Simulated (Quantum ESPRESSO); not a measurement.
## TiClO: orders under uniaxial strain

Wanted: the trend of the moments of TiClO with uniaxial strain.

Program: Quantum ESPRESSO 7.5. Level of theory: LDA with U = 3 eV on Ti d (ortho-atomic projectors); plane waves with GBRV 1.5 LDA potentials, no spin-orbit coupling. Results are calculated unless marked as measured.

The database entry behind the starting cell differs from later determinations by our own check (old inner coordinates), so it need not match the best structure at ambient conditions.

## Step 1: The structure

It takes space group Pmmn (No. 59, orthorhombic). The conventional cell has a = 3.380 Å, b = 3.790 Å, c = 8.030 Å, α = 90.00°, β = 90.00°, γ = 90.00°. Ti has 4 O at 1.95 to 2.26 Å and 2 Cl at 2.32 Å nearest. Nearest to Cl lie 2 Ti at 2.32 Å. Nearest to O lie 4 Ti at 1.95 to 2.26 Å. Farther neighbours and most contacts between anions are not listed.

The cell comes from the Crystallography Open Database.

## Step 2: Factor along z 0.94, ferro ++

Lengths along Cartesian z scale by the factor. Atoms keep their fractional places. Seeded atoms are those given a starting moment.

File pw.in:

```
&CONTROL
  calculation = 'scf'
  prefix = 'pwscf'
  outdir = './tmp'
  pseudo_dir = './pseudo'
  disk_io = 'nowf'
  tprnfor = .true.
  tstress = .true.
/
&SYSTEM
  ibrav = 0
  nat = 6
  ntyp = 3
  ecutwfc = 40
  ecutrho = 280
  nbnd = 36
  occupations = 'smearing'
  smearing = 'fd'
  degauss = 0.00367493
  nspin = 2
  starting_magnetization(1) = 0.0833
  starting_magnetization(2) = 0
  starting_magnetization(3) = 0
/
&ELECTRONS
  conv_thr = 1.2d-08
  electron_maxstep = 150
  mixing_beta = 0.3
/
ATOMIC_SPECIES
Ti     47.8670 ti_lda_v1.4.uspp.F.UPF
Cl     35.4500 cl_lda_v1.4.uspp.F.UPF
O      15.9990 o_lda_v1.2.uspp.F.UPF
CELL_PARAMETERS angstrom
   3.3800000000    0.0000000000    0.0000000000
   0.0000000000    3.7900000000    0.0000000000
   0.0000000000    0.0000000000    7.5482000000
ATOMIC_POSITIONS crystal
Ti      0.0000000000    0.5000000000    0.1220000000
Ti      0.5000000000    0.0000000000    0.8780000000
Cl      0.5000000000    0.5000000000    0.3200000000
Cl      0.0000000000    0.0000000000    0.6800000000
O       0.5000000000    0.5000000000    0.9350000000
O       0.0000000000    0.0000000000    0.0650000000
K_POINTS automatic
6 6 6 0 0 0
HUBBARD {ortho-atomic}
U Ti-3d 3.0000
```

The run is started by

```
$ OMP_NUM_THREADS=1 mpirun -n 2 pw.x -nk 2 -in pw.in > pw.out
```

The program printed:

```text
Program PWSCF v.7.5 starts

     Message from routine setup:
     using ibrav=0 with symmetry is DISCOURAGED, use correct ibrav instead

     K-points division:     npool     =       2
     Subspace diagonalization in iterative solution of the eigenvalue problem:

     bravais-lattice index     =            0
     lattice parameter (alat)  =       6.3873  a.u.
     unit-cell volume          =     652.5231 (a.u.)^3
     number of atoms/cell      =            6
     number of atomic types    =            3
     number of electrons       =        50.00
     number of Kohn-Sham states=           36
     kinetic-energy cutoff     =      40.0000  Ry
     charge density cutoff     =     280.0000  Ry
     scf convergence threshold =      1.2E-08
     mixing beta               =       0.3000
     number of iterations used =            8  plain     mixing
     Exchange-correlation= SLA  PZ   NOGX NOGC
                           (   1   1   0   0   0   0   0)
     Hubbard projectors: ortho-atomic
     Hubbard parameters of DFT+U (Dudarev formulation) in eV:
     U(Ti-3d) =  3.0000

     Internal variables: lda_plus_u =T, lda_plus_u_kind = 0

     Internal variables: orbital_resolved =F, hub_pot_fix =F, apply_U = F

     celldm(1)=   6.387274  celldm(2)=   0.000000  celldm(3)=   0.000000
     celldm(4)=   0.000000  celldm(5)=   0.000000  celldm(6)=   0.000000

     crystal axes: (cart. coord. in units of alat)
               a(1) = (   1.000000   0.000000   0.000000 )
               a(2) = (   0.000000   1.121302   0.000000 )
               a(3) = (   0.000000   0.000000   2.233195 )

     reciprocal axes: (cart. coord. in units 2 pi/alat)
               b(1) = (  1.000000  0.000000  0.000000 )
               b(2) = (  0.000000  0.891821  0.000000 )
               b(3) = (  0.000000  0.000000  0.447789 )

     PseudoPot. # 1 for Ti read from file:
     ti_lda_v1.4.uspp.F.UPF
     Pseudo is Ultrasoft + core correction, Zval = 12.0

     PseudoPot. # 2 for Cl read from file:
     cl_lda_v1.4.uspp.F.UPF
     Pseudo is Ultrasoft + core correction, Zval =  7.0

     PseudoPot. # 3 for O  read from file:
     o_lda_v1.2.uspp.F.UPF
     Pseudo is Ultrasoft + core correction, Zval =  6.0

     atomic species   valence    mass     pseudopotential
     Ti               12.00    47.86700     Ti( 1.00)
     Cl                7.00    35.45000     Cl( 1.00)
     O                 6.00    15.99900     O ( 1.00)

     Starting magnetic structure
     atomic species   magnetization
     Ti              0.083
     Cl              0.000
     O               0.000

      8 Sym. Ops., with inversion, found ( 4 have fractional translation)

   Cartesian axes

     site n.     atom                  positions (alat units)
         1        Ti     tau(   1) = (   0.0000000   0.5606509   0.2724498  )
         2        Ti     tau(   2) = (   0.5000000   0.0000000   1.9607454  )
         3        Cl     tau(   3) = (   0.5000000   0.5606509   0.7146225  )
         4        Cl     tau(   4) = (   0.0000000   0.0000000   1.5185728  )
         5        O      tau(   5) = (   0.5000000   0.5606509   2.0880376  )
         6        O      tau(   6) = (   0.0000000   0.0000000   0.1451577  )

     number of k points=    64  Fermi-Dirac smearing, width (Ry)=  0.0037
                       cart. coord. in units 2pi/alat
        k(    1) = (   0.0000000   0.0000000   0.0000000), wk =   0.0046296
        k(    2) = (   0.0000000   0.0000000   0.0746315), wk =   0.0092593
        k(    3) = (   0.0000000   0.0000000   0.1492630), wk =   0.0092593
        k(    4) = (   0.0000000   0.0000000  -0.2238944), wk =   0.0046296
        k(    5) = (   0.0000000   0.1486368   0.0000000), wk =   0.0092593
        [... 59 further k-points ...]

     Dense  grid:    51611 G-vectors     FFT dimensions: (  36,  40,  75)

     Smooth grid:    22369 G-vectors     FFT dimensions: (  30,  30,  60)

     Check: negative core charge=   -0.000004
     Generating pointlists ...
     new r_m :   0.2372 (alat units)  1.5148 (a.u.) for type    1
     new r_m :   0.2753 (alat units)  1.7586 (a.u.) for type    2
     new r_m :   0.2372 (alat units)  1.5148 (a.u.) for type    3

     Initial potential from superposition of free atoms

     starting charge      47.9999, renormalised to      50.0000

     negative rho (up, down):  1.618E-02 1.608E-02

     STARTING HUBBARD OCCUPATIONS:

     =================== HUBBARD OCCUPATIONS ===================
     ------------------------ ATOM    1 ------------------------
     Tr[ns(  1)] (up, down, total) =   1.00000  0.00000  1.00000
     Atomic magnetic moment for atom   1 =   1.00000
     [... lines left out ...]
     ------------------------ ATOM    2 ------------------------
     Tr[ns(  2)] (up, down, total) =   1.00000  0.00000  1.00000
     Atomic magnetic moment for atom   2 =   1.00000
     [... lines left out ...]
     Number of occupied Hubbard levels =    2.0000

     Atomic wfc used for Hubbard projectors are orthogonalized

     Starting wfcs are   36 randomized atomic wfcs

     Self-consistent Calculation

     iteration #  1     ecut=    40.00 Ry     beta= 0.30
     Davidson diagonalization with overlap
     ethr =  1.00E-02,  avg # of iterations =  5.6

     =================== HUBBARD OCCUPATIONS ===================
     ------------------------ ATOM    1 ------------------------
     Tr[ns(  1)] (up, down, total) =   1.54923  0.55949  2.10872
     Atomic magnetic moment for atom   1 =   0.98974
     [... lines left out ...]
     ------------------------ ATOM    2 ------------------------
     Tr[ns(  2)] (up, down, total) =   1.54923  0.55949  2.10872
     Atomic magnetic moment for atom   2 =   0.98974
     [... lines left out ...]
     Number of occupied Hubbard levels =    4.2174

     negative rho (up, down):  1.552E-02 1.579E-02

     total energy              =    -369.77581368 Ry
     estimated scf accuracy    <       0.96229374 Ry

     total magnetization       =     2.00 Bohr mag/cell
     absolute magnetization    =     2.10 Bohr mag/cell

     iteration #  2     ecut=    40.00 Ry     beta= 0.30
     Davidson diagonalization with overlap
     ethr =  1.92E-03,  avg # of iterations =  2.6

     negative rho (up, down):  1.524E-02 1.576E-02

     total energy              =    -369.99744901 Ry
     estimated scf accuracy    <       0.11230470 Ry

     total magnetization       =     2.00 Bohr mag/cell
     absolute magnetization    =     2.13 Bohr mag/cell

     [... further iterations left out ...]

     iteration # 13     ecut=    40.00 Ry     beta= 0.30
     Davidson diagonalization with overlap
     ethr =  2.86E-10,  avg # of iterations =  2.8

     negative rho (up, down):  1.423E-02 1.560E-02

     total energy              =    -370.06058451 Ry
     estimated scf accuracy    <       0.00000002 Ry

     total magnetization       =     2.00 Bohr mag/cell
     absolute magnetization    =     2.11 Bohr mag/cell

     iteration # 14     ecut=    40.00 Ry     beta= 0.30
     Davidson diagonalization with overlap
     ethr =  4.15E-11,  avg # of iterations =  2.1

     negative rho (up, down):  1.422E-02 1.559E-02

     Magnetic moment per site  (integrated on atomic sphere of radius R)
     atom   1 (R=0.237)  charge=  8.5840  magn=  0.6698
     atom   2 (R=0.237)  charge=  8.5840  magn=  0.6698
     atom   3 (R=0.275)  charge=  4.8996  magn=  0.0103
     atom   4 (R=0.275)  charge=  4.8996  magn=  0.0103
     atom   5 (R=0.237)  charge=  5.4132  magn= -0.0104
     atom   6 (R=0.237)  charge=  5.4132  magn= -0.0104

     End of self-consistent calculation

     =================== HUBBARD OCCUPATIONS ===================
     ------------------------ ATOM    1 ------------------------
     Tr[ns(  1)] (up, down, total) =   1.59771  0.61343  2.21114
     Atomic magnetic moment for atom   1 =   0.98428
     [... lines left out ...]
     ------------------------ ATOM    2 ------------------------
     Tr[ns(  2)] (up, down, total) =   1.59771  0.61343  2.21114
     Atomic magnetic moment for atom   2 =   0.98428
     [... lines left out ...]
     Number of occupied Hubbard levels =    4.4223

     Number of k-points >= 100: set verbosity='high' to print the bands.

     the Fermi energy is     8.2120 ev

!    total energy              =    -370.06058453 Ry
     estimated scf accuracy    <          6.7E-09 Ry
     smearing contrib. (-TS)   =      -0.00000002 Ry
     internal energy E=F+TS    =    -370.06058450 Ry

     The total energy is F=E-TS. E is the sum of the following terms:
     one-electron contribution =    -282.32599800 Ry
     hartree contribution      =     159.66071531 Ry
     xc contribution           =     -69.28521993 Ry
     ewald contribution        =    -178.34899928 Ry
     Hubbard energy            =       0.23891740 Ry

     total magnetization       =     2.00 Bohr mag/cell
     absolute magnetization    =     2.11 Bohr mag/cell

     convergence has been achieved in  14 iterations

     negative rho (up, down):  1.422E-02 1.559E-02

     Forces acting on atoms (cartesian axes, Ry/au):

     atom    1 type  1   force =     0.00000000    0.00000000   -0.07228094
     atom    2 type  1   force =     0.00000000    0.00000000    0.07228094
     atom    3 type  2   force =     0.00000000    0.00000000    0.08709491
     atom    4 type  2   force =     0.00000000    0.00000000   -0.08709491
     atom    5 type  3   force =     0.00000000    0.00000000    0.01421887
     atom    6 type  3   force =     0.00000000    0.00000000   -0.01421887

     Total force =     0.161321     Total SCF correction =     0.000145

     Computing stress (Cartesian axis) and pressure

     negative rho (up, down):  1.422E-02 1.559E-02
          total   stress  (Ry/bohr**3)                   (kbar)     P=       74.81
   0.00074275   0.00000000   0.00000000          109.26        0.00        0.00
   0.00000000   0.00004418   0.00000000            0.00        6.50        0.00
   0.00000000   0.00000000   0.00073864            0.00        0.00      108.66

=------------------------------------------------------------------------------=
   JOB DONE.
=------------------------------------------------------------------------------=
```

Elapsed: 2.8 min, on 2 MPI ranks of Arm Neoverse V2, shared host; peak memory 0.55 GiB.

Spin moment in the atom's sphere by atom:

```tsv
atom	spin moment in the atom's sphere (μB)
Ti1	0.670
Ti2	0.670
Cl3	0.010
Cl4	0.010
O5	-0.010
O6	-0.010
```

Numbers from this step:

- smearing term TS: 3.30e-7 eV
- pressure: 7.481 GPa
- magnetization: 2 μB
- absolute magnetization: 2.111 μB
- final state: ferromagnetic

## Step 3: Factor along z 0.94, antiferro +-

pw.in: that of step 2 with these lines changed.

```diff
@@ -12,6 +12,6 @@
   nat = 6
-  ntyp = 3
+  ntyp = 4
   ecutwfc = 40
   ecutrho = 280
-  nbnd = 36
+  nbnd = 35
   occupations = 'smearing'
@@ -21,4 +21,5 @@
   starting_magnetization(1) = 0.0833
-  starting_magnetization(2) = 0
+  starting_magnetization(2) = -0.0833
   starting_magnetization(3) = 0
+  starting_magnetization(4) = 0
 /
@@ -30,3 +31,4 @@
 ATOMIC_SPECIES
-Ti     47.8670 ti_lda_v1.4.uspp.F.UPF
+Ti1    47.8670 ti_lda_v1.4.uspp.F.UPF
+Ti2    47.8670 ti_lda_v1.4.uspp.F.UPF
 Cl     35.4500 cl_lda_v1.4.uspp.F.UPF
@@ -38,4 +40,4 @@
 ATOMIC_POSITIONS crystal
-Ti      0.0000000000    0.5000000000    0.1220000000
-Ti      0.5000000000    0.0000000000    0.8780000000
+Ti1     0.0000000000    0.5000000000    0.1220000000
+Ti2     0.5000000000    0.0000000000    0.8780000000
 Cl      0.5000000000    0.5000000000    0.3200000000
@@ -47,2 +49,3 @@
 HUBBARD {ortho-atomic}
-U Ti-3d 3.0000
+U Ti1-3d 3.0000
+U Ti2-3d 3.0000
```

The program printed:

```text
     [... lines left out ...]
Program PWSCF v.7.5 starts
     [... lines left out ...]
     number of atoms/cell      =            6
     [... lines left out ...]
     number of electrons       =        50.00
     number of Kohn-Sham states=           35
     kinetic-energy cutoff     =      40.0000  Ry
     charge density cutoff     =     280.0000  Ry
     scf convergence threshold =      1.2E-08
     [... lines left out ...]
      4 Sym. Ops. (no inversion) found
     [... lines left out ...]
     number of k points=    64  Fermi-Dirac smearing, width (Ry)=  0.0037
     [... lines left out ...]
     iteration # 15     ecut=    40.00 Ry     beta= 0.30
     [... lines left out ...]
     Magnetic moment per site  (integrated on atomic sphere of radius R)
     atom   1 (R=0.237)  charge=  8.5833  magn=  0.6651
     atom   2 (R=0.237)  charge=  8.5833  magn= -0.6651
     atom   3 (R=0.275)  charge=  4.8996  magn=  0.0113
     atom   4 (R=0.275)  charge=  4.8996  magn= -0.0113
     atom   5 (R=0.237)  charge=  5.4135  magn=  0.0325
     atom   6 (R=0.237)  charge=  5.4135  magn= -0.0325
     [... lines left out ...]
     Tr[ns(  1)] (up, down, total) =   1.59361  0.61684  2.21045
     [... lines left out ...]
     Tr[ns(  2)] (up, down, total) =   0.61683  1.59362  2.21045
     [... lines left out ...]
     the Fermi energy is     8.2855 ev
!    total energy              =    -370.06058113 Ry
     estimated scf accuracy    <          5.0E-09 Ry
     smearing contrib. (-TS)   =      -0.00000001 Ry
     [... lines left out ...]
     total magnetization       =    -0.00 Bohr mag/cell
     absolute magnetization    =     2.11 Bohr mag/cell
     convergence has been achieved in  15 iterations
     [... lines left out ...]
     Total force =     0.161627     Total SCF correction =     0.000236
     [... lines left out ...]
          total   stress  (Ry/bohr**3)                   (kbar)     P=       74.76
     [... lines left out ...]
```

The job ended after 2.8 min (2 MPI ranks; peak memory 0.54 GiB; 5.6 min of CPU time).

[end of part 1 of 2]

[Logs and program files are shortened in this print: banners, set-up blocks, solver, clock and traceback lines can be left out without a mark of their own.]

[Logs are printed without paths, hosts, clocks, repeated set-up lines and the standing remarks that a program may print on its own settings, such as how far it seeks lower states.]

[Hosts, paths, dates, database ids (printed as entryN), source tags and the programs' standing remarks are cut or masked in the printed files.]

[Where a cell is said to come from a database of computed structures, the database is the Materials Project.]
